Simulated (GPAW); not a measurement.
# Quasiparticle gap of NaAsF6 (R-3) in GPAW

How does a plane-wave GW calculation on NaAsF6 (R-3) run from the first input to the gap?

Calculated with GPAW 26.7.0; LDA and many-body steps on it, plane waves.

Most raw output is cut from this account.

## Step 1: Starting point

Symmetry: R-3, No. 148, trigonal system. Conventional cell: a = 5.097 Å, b = 5.097 Å, c = 14.122 Å, α = 90.00°, β = 90.00°, γ = 120.00°. Na has 6 F at 2.28 Å nearest. As has 6 F at 1.74 Å nearest. Nearest to F lie 1 As at 1.74 Å and 1 Na at 2.28 Å. Farther neighbours and most contacts between anions are not listed.

The cell and positions are those that the Materials Project relaxed with its own functionals (PBE, PBE+U or r2SCAN), kept fixed.

## Step 2: Ground state

This step: GPAW 26.7.0; DFT, LDA, plane waves, PAW.

The ground-state density comes first.

Input file run.py:

```python
import json
import numpy as np
from gpaw.mpi import world
from ase import Atoms
from gpaw import GPAW, PW, FermiDirac

atoms = Atoms(['Na', 'As', 'F', 'F', 'F', 'F', 'F', 'F'],
    cell=[[2.5483170259, 1.4712715209, 4.7072945667],
      [-2.5483170259, 1.4712715209, 4.7072945667],
      [0.0000000000, -2.9425430418, 4.7072945667]],
    scaled_positions=[[0.5000000000, 0.5000000000, 0.5000000000],
      [0.0000000000, 0.0000000000, 0.0000000000],
      [0.3481305100, 0.0760717400, 0.7900122800],
      [0.7900122800, 0.3481305100, 0.0760717400],
      [0.0760717400, 0.7900122800, 0.3481305100],
      [0.6518694900, 0.9239282600, 0.2099877200],
      [0.2099877200, 0.6518694900, 0.9239282600],
      [0.9239282600, 0.2099877200, 0.6518694900]],
    pbc=(True, True, True))
calc = GPAW(mode=PW(600),
    xc='LDA',
    kpts={'size': (6, 6, 6), 'gamma': True},
    occupations=FermiDirac(0.001),
    nbands=-10,
    convergence={'density': 1e-6, 'bands': -3},
    maxiter=100,
    txt='gs.txt')
atoms.calc = calc
res = {'energy': atoms.get_potential_energy()}
kpts = calc.get_ibz_k_points()
res['kpts'] = kpts
res['eigenvalues'] = [calc.get_eigenvalues(kpt=k) for k in range(len(kpts))]
res['n_electrons'] = calc.get_number_of_electrons()
calc.write('gs.gpw')

if world.rank == 0:
    with open('result.json', 'w') as f:
        json.dump(res, f, default=lambda x: x.tolist())
```

Command:

```console
mpirun -n 4 gpaw python run.py
```

It took 48 s on 4 MPI ranks of Arm Neoverse V1, shared host; peak memory 0.92 GiB; 3.2 min of CPU time.

Numbers from this step:

```yaml
total_energy: -39.29 eV
gap: 5.466 eV
k_of_the_valence_top: 0.5, 0.5, 0
k_of_the_conduction_bottom: 0, 0, 0
least_direct_gap: 5.545 eV
```

The gap is indirect, with the least direct gap 0.08 eV higher.

## Step 3: Empty states on the mesh, 2×2×2 mesh, 366 bands

The sums over transitions need many empty states on a uniform mesh; this step solves for them.

Input file run.py:

```python
import json
import numpy as np
from gpaw.mpi import world
from gpaw import GPAW

calc = GPAW('gs.gpw').fixed_density(kpts={'size': (2, 2, 2), 'gamma': True},
    parallel={'domain': 1, 'band': 1},
    txt='nscf.txt')
calc.diagonalize_full_hamiltonian(nbands=366)
calc.write('full.gpw', mode='all')
res = {}
kpts = calc.get_ibz_k_points()
res['kpts'] = kpts
res['eigenvalues'] = [calc.get_eigenvalues(kpt=k) for k in range(len(kpts))]
res['n_electrons'] = calc.get_number_of_electrons()

if world.rank == 0:
    with open('result.json', 'w') as f:
        json.dump(res, f, default=lambda x: x.tolist())
```

Command:

```console
mpirun -n 4 gpaw python run.py
```

The job ended after 49 s (4 MPI ranks; peak memory 4 GiB).

Numbers from this step:

```yaml
gap: 5.466 eV
k_of_the_valence_top: 0.5, 0.5, 0
k_of_the_conduction_bottom: 0, 0, 0
least_direct_gap: 5.545 eV
k_points_computed: 4
lowest_point_of_the_top_converged_band_above_the_valence_top: 124.3293 eV
```

On this mesh the gap is 5.466 eV.

## Step 4: Screening and self-energy, 2×2×2 mesh, 165 bands, screening to 78 eV

Now the one-shot GW correction: screening in the RPA, then the self-energy of the levels asked for.

This step: G0W0 on LDA, plane waves, PAW.

Input file run.py:

```python
import json
import numpy as np
from gpaw.mpi import world
from gpaw.response.g0w0 import G0W0

gw = G0W0('full.gpw',
    filename='gw',
    kpts=[0, 2],
    bands=(25, 29),
    ecut=78,
    nbands=165,
    integrate_gamma='WS',
    ppa=True)
gw.calculate()
res = {mode: {k: v for k, v in r.items() if k != 'sigma_eskwn'}
       for mode, r in gw.all_results.items()}

if world.rank == 0:
    with open('result.json', 'w') as f:
        json.dump(res, f, default=lambda x: x.tolist())
```

Command:

```console
mpirun -n 4 gpaw python run.py
```

It took 17 s on 4 MPI ranks; peak memory 1.6 GiB.

This step gave:

- G0W0 gap on the points computed: 10.87 eV
- least direct G0W0 gap on the computed points: 10.96 eV
- Z at the valence top: 0.8211
- Z at the conduction bottom: 0.8758
- starting gap on the mesh: 5.466 eV
- k of the valence top: 0.5, 0.5, 0
- k of the conduction bottom: 0, 0, 0

The gap on the mesh goes from 5.47 eV to 10.87 eV, a correction of +5.40 eV.

Limits: finite bands, cutoff and mesh; no spin-orbit coupling; coarse k mesh. v1 is the top filled band, c1 the lowest empty one. The levels before and after the correction (eV, zero at the valence-band top of each column):

```tsv
	conduction bottom	valence top
Kohn-Sham	5.47	0.00
G0W0	10.87	0.00
```

```tsv
	level	energy (eV)
Kohn-Sham	Γ v2-v1	-0.079
Kohn-Sham	Γ c1	5.466
Kohn-Sham	Γ c2	10.184
Kohn-Sham	(0.5 0.5 0) v2	-0.098
Kohn-Sham	(0.5 0.5 0) v1	0.000
Kohn-Sham	(0.5 0.5 0) c1	6.436
Kohn-Sham	(0.5 0.5 0) c2	10.828
G0W0	Γ v2-v1	-0.096
G0W0	Γ c1	10.866
G0W0	Γ c2	15.389
G0W0	(0.5 0.5 0) v2	-0.119
G0W0	(0.5 0.5 0) v1	0.000
G0W0	(0.5 0.5 0) c1	12.532
G0W0	(0.5 0.5 0) c2	15.764
```

## Step 5: Where the time went

Times are wall times on 4 MPI ranks of Arm Neoverse V1, shared host, good to a factor of about two.

```tsv
step	time	share	memory (GiB)
ground state	48 s	42 %	0.92
empty states on the mesh	49 s	43 %	4.0
screening and self-energy	17 s	15 %	1.6
```

## Step 6: Summary of results

```
LDA gap              : 5.47 eV, indirect
G0W0 gap on the mesh : 10.87 eV
GW settings          : 2×2×2 mesh, 165 bands, screening to 78 eV, Godby-Needs plasmon pole
known limits         : not at the basis limit; no spin-orbit coupling; coarse k mesh
```

**Reading.** G0W0 moves the gap on the mesh from 5.47 eV to 10.87 eV (+5.40 eV), with Z of 0.82 and 0.88 at the edges. Only 2 of the mesh's irreducible points were corrected, so a valley elsewhere could overtake. Bands and cutoff are finite, so the gap is not at the basis limit. The miss can reach some tenths of an eV and take either sign; the mesh is an error of its own. These stock PAW sets were not made for GW; the filled d or f shell of As lies in the frozen core, which bears on start and correction. In the G0W0 run levels were corrected at 2 k points alone, so a gap called «on the mesh» is the least over those, and an edge elsewhere would be missed. The 2×2×2 mesh is coarse for this cell, which bears on the long-range parts of exchange and screening. The many-body steps are scalar-relativistic: spin-orbit coupling is not in them.

[Paths, hosts, dates, memory and timing lines, banners, echoed tables and standing remarks are left out of the program output.]

[Logs are printed without paths, hosts, clocks, repeated set-up lines and the standing remarks that a program may print on its own settings, such as how far it seeks lower states.]

[Runs of the session that timed out or met a known fault of the program may be left out.]

[Hosts, paths, dates, database ids (printed as entryN), source tags and the programs' standing remarks are cut or masked in the printed files.]
